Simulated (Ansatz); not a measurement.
System: Nb2Sn2O7 (Fd-3m).

The structure is cubic, space group Fd-3m (No. 227). Conventional cell: a = 10.761 Å, b = 10.761 Å, c = 10.761 Å, α = 90.00°, β = 90.00°, γ = 90.00°. Nearest to Nb lie 6 O at 2.02 Å. Nearest to Sn lie 2 O at 2.33 Å. O has 2 Nb at 2.02 Å nearest. Nearest to O lie 4 Sn at 2.33 Å. Farther neighbours, and contacts between anions beyond the nearest, are not listed.

```xyz
22
Lattice="0.0000 5.3803 5.3803 5.3803 0.0000 5.3803 5.3803 5.3803 0.0000" Properties=species:S:1:pos:R:3 pbc="T T T"
Nb    1.3451    1.3451    1.3451
Nb    1.3451    4.0352    4.0352
Nb    4.0352    4.0352    1.3451
Nb    4.0352    1.3451    4.0352
Sn    4.0352    4.0352    6.7254
Sn    6.7254    6.7254    6.7254
Sn    6.7254    4.0352    4.0352
Sn    4.0352    6.7254    4.0352
O     2.6901    0.6564    2.6901
O     2.6901    2.6901    0.6564
O     5.3803    8.7269    5.3803
O     4.7239    2.6901    2.6901
O     5.3803    2.0337    5.3803
O     0.6564    2.6901    2.6901
O     5.3803    5.3803    2.0337
O     8.7269    5.3803    5.3803
O     8.0704    8.0704    8.0704
O     2.0337    5.3803    5.3803
O     2.6901    2.6901    4.7239
O     5.3803    5.3803    8.7269
O     5.3803    5.3803    5.3803
O     2.6901    4.7239    2.6901
```

The cell and positions are those that the Materials Project relaxed with its own functionals (PBE, PBE+U or r2SCAN), kept fixed. PAW set soft_2, made with PBE.

Gaps computed with Ansatz 0.2.0 without a self-energy: LDA 0.94 eV, r2SCAN 0.99 eV, HSE06 1.48 eV and PBE0 2.19 eV. The mean ε∞ by LDA perturbation theory is 9.88.

Q: Estimate the G0W0@LDA gap with 2×2×2 mesh, 929 empty bands, screening to 120 eV, default PAW files.

About 1.61 eV: on its mesh the run moves the gap from 0.88 eV by +0.73 eV. Among the scalar-relativistic levels given, HSE06 is nearest (−0.13 eV). One-shot corrections scale roughly with one over ε∞, here 0.10. Bands and cutoff are finite, so the gap stands short of the basis limit, usually by up to a few tenths of an eV; the mesh is an error of its own. The 2×2×2 mesh is coarse for this cell (its supercell is 15 Å along the shortest edge). The RPA ε∞ on it, from the LDA start, is 14.42; such meshes misread the long-range screening, most where the gap is narrow. The many-body steps are scalar-relativistic: spin-orbit coupling is not in them.

[Long decimals in the printed logs are rounded to 6 places.]

[Logs are printed without paths, hosts, clocks, repeated set-up lines and the standing remarks that a program may print on its own settings, such as how far it seeks lower states.]

[Paths, hosts, dates, memory and timing lines, banners, echoed tables and standing remarks are left out of the program output; an Ansatz launch command may be rebuilt from the run's recorded settings. Measured values are a selection of at most five: reports struck by readers or far from the other reports are left out. None is set beside runs whose start may be inverted or whose files or cutoffs have a known fault.]

[Runs of the session that timed out or met a known fault of the program may be left out.]

[Cells called generated may have been cut or substituted from an entry of the Crystallography Open Database or the Materials Project.]

[Hosts, paths, dates, database ids (printed as entryN), source tags and the programs' standing remarks are cut or masked in the printed files.]

[Where the starting crystal was built by hand or by swapping elements, it need not be the compound's stable phase.]
